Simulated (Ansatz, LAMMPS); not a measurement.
## Molecular dynamics of liquid diethyl ether at 300 K (75 atoms)

How do the atoms of liquid diethyl ether at 300 K (75 atoms) move, and what local order do they keep?

Program: Ansatz 0.2.0. Level of theory: Kohn-Sham DFT, LDA, PAW (set soft_2), plane waves. Results are calculated unless marked as measured.

### 1. The starting structure

The cell holds 75 atoms: 20 C, 5 O and 50 H. Its edges and angles: a = 9.535 Å, b = 9.535 Å, c = 9.535 Å, α = 90.0°, β = 90.0°, γ = 90.0°. 5 diethyl ether placed at random, at 0.71 g/cm³; overlaps pushed apart, then 10 ps at 450 K with MMFF94 bonds, angles, torsions, charges and radii (Halgren, J. Comput. Chem. 17, 490 (1996)) in harmonic and 12-6 forms. Snapshot after 20 ps at 300 K and fixed volume.

Limits known from the start: The network of contacts between molecules at the start is that of the classical potential that made the cell. The functional has no dispersion term, which matters for the binding between molecules or layers, where LDA binds through overlap of densities alone. The density was typed from a rule of thumb and may lie off the real one at this temperature. Sampling is at Γ alone, for a cell whose shortest periodic width is 10 Å.

### 2. Dynamics at 300 K

A Langevin thermostat couples each atom to a heat bath, at the price of damped dynamics. The time step is 0.5 fs, short enough for the stretching of bonds to hydrogen.

Input file input.yaml:

```yaml
crystal:
  lattice:
    - [9.53465, 0.0, 0.0]
    - [0.0, 9.53465, 0.0]
    - [0.0, 0.0, 9.53465]
  atoms:
    - { symbol: C, position: [0.90982, 0.08928, 0.76188] }
    - { symbol: C, position: [0.00141, 0.96622, 0.71679] }
    - { symbol: O, position: [0.93226, 0.91155, 0.59629] }
    - { symbol: C, position: [0.00547, 0.79476, 0.53692] }
    [... 65 atom lines left out ...]
    - { symbol: H, position: [0.85775, 0.65632, 0.0998] }
    - { symbol: H, position: [0.60901, 0.63598, 0.26875] }
    - { symbol: H, position: [0.52856, 0.49708, 0.17331] }
    - { symbol: H, position: [0.35604, 0.68026, 0.24362] }
    - { symbol: H, position: [0.37563, 0.67076, 0.05731] }
    - { symbol: H, position: [0.45398, 0.80471, 0.14607] }
kpoints:
  mp_grid: { grid: [1, 1, 1] }
hamiltonian:
  xc: lda
scf:
  occupations: { method: fixed }
output:
  forces: true
md:
  timestep: 0.5
  n_steps: 800
  ensemble: nvt_langevin
  temperature: 300
  initial_velocities: maxwell_boltzmann
  seed: 4744
```

On the command line:

```
$ ansatz run input.yaml --threads 4 --pin off --max-ram 8192MiB --backend cpu --events-out ev --progress --plain --runs-dir out
```

Elapsed: 15 min, on 4 threads of Arm Neoverse V2, shared host; peak memory 0.65 GiB; 56 min of CPU time.

The program notes that it switched symmetry off.

The trajectory, sampled:

| time (fs) | T (K) | potential (meV/atom) |
| --- | --- | --- |
| 0.0 | 296 | 0.0 |
| 26.5 | 293 | -2.4 |
| 53.5 | 279 | -2.8 |
| 80.0 | 308 | -5.7 |
| 106.5 | 309 | 0.1 |
| 133.5 | 305 | 2.2 |
| 160.0 | 314 | 0.6 |
| 186.5 | 303 | -1.6 |
| 213.5 | 269 | -8.0 |
| 240.0 | 301 | -5.2 |
| 266.5 | 276 | -2.4 |
| 293.5 | 316 | -3.2 |
| 320.0 | 298 | -3.5 |
| 346.5 | 303 | -4.7 |
| 373.5 | 290 | -2.5 |
| 400.0 | 297 | -10.1 |

Mean square displacement from the first frame to the last: C 0.90 Å², O 0.40 Å², H 1.4 Å².

The mean square displacement by time lag:

| time lag (fs) | C (Å²) | H (Å²) | O (Å²) |
| --- | --- | --- | --- |
| 0.5 | 1.6e-5 | 1.8e-4 | 1.3e-5 |
| 8.5 | 0.00362 | 0.0280 | 0.00311 |
| 17.0 | 0.00995 | 0.0552 | 0.00930 |
| 25.0 | 0.0161 | 0.0666 | 0.0159 |
| 33.5 | 0.0259 | 0.104 | 0.0254 |
| 42.0 | 0.0379 | 0.140 | 0.0366 |
| 50.0 | 0.0492 | 0.169 | 0.0468 |
| 58.5 | 0.0620 | 0.211 | 0.0579 |
| 67.0 | 0.0763 | 0.246 | 0.0702 |
| 75.0 | 0.0905 | 0.272 | 0.0819 |
| 83.5 | 0.106 | 0.306 | 0.0941 |
| 91.5 | 0.122 | 0.334 | 0.107 |
| 100.0 | 0.139 | 0.367 | 0.121 |
| 108.5 | 0.156 | 0.402 | 0.134 |
| 116.5 | 0.172 | 0.422 | 0.146 |
| 125.0 | 0.188 | 0.444 | 0.159 |
| 133.5 | 0.205 | 0.475 | 0.171 |
| 141.5 | 0.221 | 0.500 | 0.182 |
| 150.0 | 0.236 | 0.529 | 0.193 |
| 158.0 | 0.251 | 0.558 | 0.205 |
| 166.5 | 0.268 | 0.586 | 0.216 |
| 175.0 | 0.285 | 0.619 | 0.228 |
| 183.0 | 0.302 | 0.655 | 0.238 |
| 191.5 | 0.319 | 0.689 | 0.247 |
| 200.0 | 0.337 | 0.719 | 0.254 |

The drift taken off is the plain mean over atoms, not the centre of mass, so with hydrogen in the cell the heavy atoms' values at short lags are too large.

Over the second half of 400 fs the temperature averages 286 K with swings of 19 K r.m.s. From first frame to last H has the largest mean square displacement, 1.4 Å² at the end; the farthest move is 2.41 Å. The run spans 0.40 ps, too short for its means to be equilibrium values.

### 3. Local order late in the run

The g(r) is a mean over the second half; what follows it is taken at the last frame.

Density 0.71 g/cm³, 11.56 Å³ an atom.

Mean of 14 frames. Pair distribution functions g(r), in bins of 0.2 Å:

| r (Å) | total | H-H | H-C | H-O | C-C | C-O | O-O |
| --- | --- | --- | --- | --- | --- | --- | --- |
| 1.00 | 2.04 | 0.00 | 5.75 | 0.00 | 0.00 | 0.00 | 0.00 |
| 1.20 | 2.95 | 0.00 | 8.28 | 0.00 | 0.00 | 0.15 | 0.00 |
| 1.40 | 0.88 | 0.00 | 0.00 | 0.00 | 3.74 | 17.20 | 0.00 |
| 1.60 | 0.42 | 0.31 | 0.00 | 0.00 | 3.89 | 0.21 | 0.00 |
| 1.80 | 1.42 | 3.17 | 0.00 | 0.06 | 0.00 | 0.00 | 0.00 |
| 2.00 | 0.83 | 0.34 | 0.69 | 4.89 | 0.00 | 0.00 | 0.00 |
| 2.20 | 1.55 | 0.65 | 3.01 | 1.70 | 0.26 | 0.67 | 0.00 |
| 2.40 | 1.11 | 1.48 | 0.30 | 0.69 | 1.31 | 5.33 | 0.00 |
| 2.60 | 1.06 | 1.50 | 0.59 | 1.96 | 0.00 | 0.11 | 0.00 |
| 2.80 | 0.68 | 0.76 | 0.60 | 1.49 | 0.00 | 0.00 | 0.00 |
| 3.00 | 0.73 | 1.01 | 0.66 | 0.40 | 0.19 | 0.00 | 0.00 |
| 3.20 | 0.80 | 0.96 | 0.80 | 0.86 | 0.00 | 0.19 | 0.00 |
| 3.40 | 0.73 | 0.68 | 0.83 | 1.32 | 0.18 | 0.26 | 0.00 |
| 3.60 | 0.79 | 0.66 | 0.83 | 0.81 | 1.60 | 0.29 | 0.00 |
| 3.80 | 0.91 | 0.84 | 1.04 | 0.79 | 1.11 | 0.61 | 0.00 |
| 4.00 | 1.09 | 1.02 | 1.20 | 0.97 | 1.39 | 0.66 | 0.00 |
| 4.20 | 1.00 | 1.00 | 1.05 | 0.76 | 1.14 | 0.67 | 2.23 |
| 4.40 | 1.06 | 1.19 | 0.97 | 0.90 | 1.04 | 0.91 | 1.65 |
| 4.60 | 1.08 | 1.19 | 1.04 | 0.92 | 1.07 | 0.65 | 0.37 |

Bonds by pair of elements; cutoffs follow the first minimum of g(r), held within bounds set by covalent radii, and pairs that aren't listed don't count as bonded:

| pair A-B | cutoff (Å) | bonds | mean length (Å) | spread (Å) | shortest (Å) | B about A | A about B |
| --- | --- | --- | --- | --- | --- | --- | --- |
| H-C | 1.34 | 50 | 1.11 | 0.032 | 1.04 | 1 | 2.5 |
| C-C | 1.85 | 10 | 1.5 | 0.019 | 1.46 | 1 | 1 |
| C-O | 1.73 | 10 | 1.40 | 0.031 | 1.34 | 0.5 | 2 |

How many atoms have how many bonded neighbours:

| element | mean | 1 | 2 | 4 |
| --- | --- | --- | --- | --- |
| C | 4 | 0 | 0 | 20 |
| H | 1 | 50 | 0 | 0 |
| O | 2 | 0 | 5 | 0 |

Bond angles (no mean is given where the spread exceeds 20°):

| angle | count | mean (°) | spread (°) |
| --- | --- | --- | --- |
| C-C-H | 50 | 111 | 4.1 |
| H-C-H | 40 | 107 | 3.5 |
| H-C-O | 20 | 109 | 3.2 |
| C-C-O | 10 | 110 | 3.2 |
| C-O-C | 5 | 114 | 1.6 |

For some of the pairs, g(r) has its first main peak near 1.8 Å (H-H), 1.1 Å (H-C), 2.0 Å (H-O), 1.5 Å (C-C) and 1.4 Å (C-O). With the cutoffs above, all C atoms have 4, all H atoms have 1 and all O atoms have 2 bonded neighbours. The C-C-H angle averages 111° with a spread of 4°.

### 4. Single point at the last frame

The last frame is solved once more, with the analyses that the dynamics left out.

Input file input.yaml:

```yaml
crystal:
  lattice:
    - [9.53465, 0.0, 0.0]
    - [0.0, 9.53465, 0.0]
    - [0.0, 0.0, 9.53465]
  atoms:
    - { symbol: C, position: [0.91128, 0.19206, 0.71529] }
    - { symbol: C, position: [0.96614, 0.04628, 0.6976] }
    - { symbol: O, position: [0.93398, 0.00957, 0.56077] }
    - { symbol: C, position: [0.99274, 0.87414, 0.5238] }
    [... 65 atom lines left out ...]
    - { symbol: H, position: [0.87963, 0.68836, 0.11463] }
    - { symbol: H, position: [0.66207, 0.75744, 0.26502] }
    - { symbol: H, position: [0.57877, 0.59289, 0.24721] }
    - { symbol: H, position: [0.39166, 0.76505, 0.23982] }
    - { symbol: H, position: [0.40399, 0.68104, 0.07439] }
    - { symbol: H, position: [0.45981, 0.85443, 0.10089] }
kpoints:
  mp_grid: { grid: [1, 1, 1] }
hamiltonian:
  xc: lda
scf:
  occupations: { method: fixed }
output:
  forces: true
  stress: true
  populations: true
  dos:
    method: { smearing: { sigma: 0.15 } }
    de: 0.1
    projected: { site_lists: { C: [C], H: [H], O: [O] } }
  eigenvalues: true
  write_density: true
  write_potential: true
  volumetric_format: npy
```

Wall time 3.5 s (4 threads); peak memory 0.68 GiB.

Numbers from this run:

- free energy: -8418.2199 eV
- free energy per atom: -112.2429 eV/atom
- SCF cycles: 10
- pressure: -0.1247 GPa
- r.m.s. force component: 0.7488 eV/Å
- longest force: 3.487 eV/Å
- Fermi energy: -2.049 eV
- gap (highest filled to lowest empty level): 4.344 eV
- spilling of the projection: 0.01234

Length of the force by element:

| element | coordination | atoms | mean length of the force (eV/Å) | spread | least | most |
| --- | --- | --- | --- | --- | --- | --- |
| C | all | 20 | 1.67 | 0.701 | 0.409 | 3.49 |
| H | all | 50 | 0.858 | 0.514 | 0.217 | 2.22 |
| O | all | 5 | 1.35 | 0.495 | 0.609 | 2.09 |

Löwdin charges by element (they lack the spilled electrons, 0.026 e an atom on average):

| element | coordination | atoms | mean charge (e) | spread | least | most |
| --- | --- | --- | --- | --- | --- | --- |
| C | all | 20 | -0.268 | 0.215 | -0.508 | -0.039 |
| H | all | 50 | 0.179 | 0.0227 | 0.127 | 0.222 |
| O | all | 5 | -0.323 | 0.009 | -0.335 | -0.310 |

States in the cell by windows of 1 eV, zero at the Fermi level; the larger projections on atomic orbitals stand beside the total:

| from (eV) | to (eV) | total | C p | H s | O p | C s |
| --- | --- | --- | --- | --- | --- | --- |
| -18 | -15 | 0.0 | 0.0 | 0.0 | 0.0 | 0.0 |
| -15 | -14 | 0.1 | 0.0 | 0.0 | 0.0 | 0.0 |
| -14 | -13 | 9.9 | 0.7 | 2.1 | 1.3 | 5.7 |
| -13 | -12 | 9.3 | 1.2 | 2.7 | 0.0 | 4.8 |
| -12 | -11 | 0.7 | 0.1 | 0.2 | 0.0 | 0.4 |
| -11 | -10 | 0.4 | 0.1 | 0.1 | 0.1 | 0.2 |
| -10 | -9 | 14.8 | 3.1 | 4.4 | 1.9 | 4.8 |
| -9 | -8 | 4.8 | 1.3 | 1.5 | 0.3 | 1.2 |
| -8 | -7 | 1.2 | 0.6 | 0.2 | 0.3 | 0.0 |
| -7 | -6 | 17.4 | 9.6 | 3.6 | 3.5 | 0.4 |
| -6 | -5 | 14.7 | 9.4 | 2.9 | 1.8 | 0.3 |
| -5 | -4 | 12.0 | 7.6 | 3.5 | 0.5 | 0.1 |
| -4 | -3 | 28.9 | 17.3 | 9.0 | 2.0 | 0.1 |
| -3 | -2 | 17.0 | 8.5 | 5.7 | 2.4 | 0.1 |
| -2 | -1 | 8.8 | 3.0 | 2.4 | 3.0 | 0.1 |
| -1 | 0 | 7.9 | 0.8 | 1.9 | 5.0 | 0.0 |
| 0 | 1 | 2.1 | 0.2 | 0.5 | 1.3 | 0.0 |
| 1 | 4 | 0.0 | 0.0 | 0.0 | 0.0 | 0.0 |
| 4 | 5 | 2.5 | 0.3 | 0.9 | 0.0 | 0.4 |

With fixed occupations the program's Fermi level is the highest filled level; weight inside the gap is the broadening of levels at its edges.

Between -22 and -18 eV lie 10 more states.

The levels nearest the highest filled one (over half full), pooled over k-points and spins:

| level less the highest filled one (eV) | occupation |
| --- | --- |
| -1.48 | 2 |
| -0.361 | 2 |
| -0.249 | 2 |
| -0.211 | 2 |
| -0.103 | 2 |
| 0 | 2 |
| 4.34 | 0 |
| 5.04 | 0 |
| 5.15 | 0 |
| 5.25 | 0 |
| 5.38 | 0 |
| 5.41 | 0 |

Mean Löwdin charges: C -0.27, H +0.18, O -0.32 e (they miss 1.2 % of the electrons, so they add up to more than the cell's charge). The largest share in the top eV of filled states is O p (64 % of the projected weight), and in the lowest eV of empty states H s (56 % of the projected weight).

### 5. Results

| Property | Result |
| --- | --- |
| mean temperature, second half | 286 K |
| temperature swing, second half | 18.51 K |
| free energy per atom | -112.2429 eV/atom |
| pressure | -0.1247 GPa |
| r.m.s. force component | 0.7488 eV/Å |
| gap (highest filled to lowest empty level) | 4.344 eV |
| wall time of the 2 DFT runs | 15 min |

Over the second half of 400 fs the temperature averages 286 K with swings of 19 K r.m.s. The run spans 0.40 ps, too short for its means to be equilibrium values. With the cutoffs above, all C atoms have 4, all H atoms have 1 and all O atoms have 2 bonded neighbours. The highest filled and lowest empty levels differ by 4.34 eV (at Γ alone); a local or semilocal functional tends to put such gaps too low. In a disordered cell it changes from sample to sample and from frame to frame.

What to keep in mind: The network of contacts between molecules at the start is that of the classical potential that made the cell; DFT moved the atoms only locally, and no bond changed. The pressure of a single frame lacks the kinetic term, about 0.34 GPa here.

[Logs are printed without paths, hosts, clocks, repeated set-up lines and the standing remarks that a program may print on its own settings, such as how far it seeks lower states.]

[Hosts, paths, dates, database ids (printed as entryN), source tags and the programs' standing remarks are cut or masked in the printed files.]

[The MMFF94 radii named for the starting cell were scaled by 0.96; in molecules described by MMFF94, hydrogen bound to N, O or S took a small fixed 12-6 site in their place.]
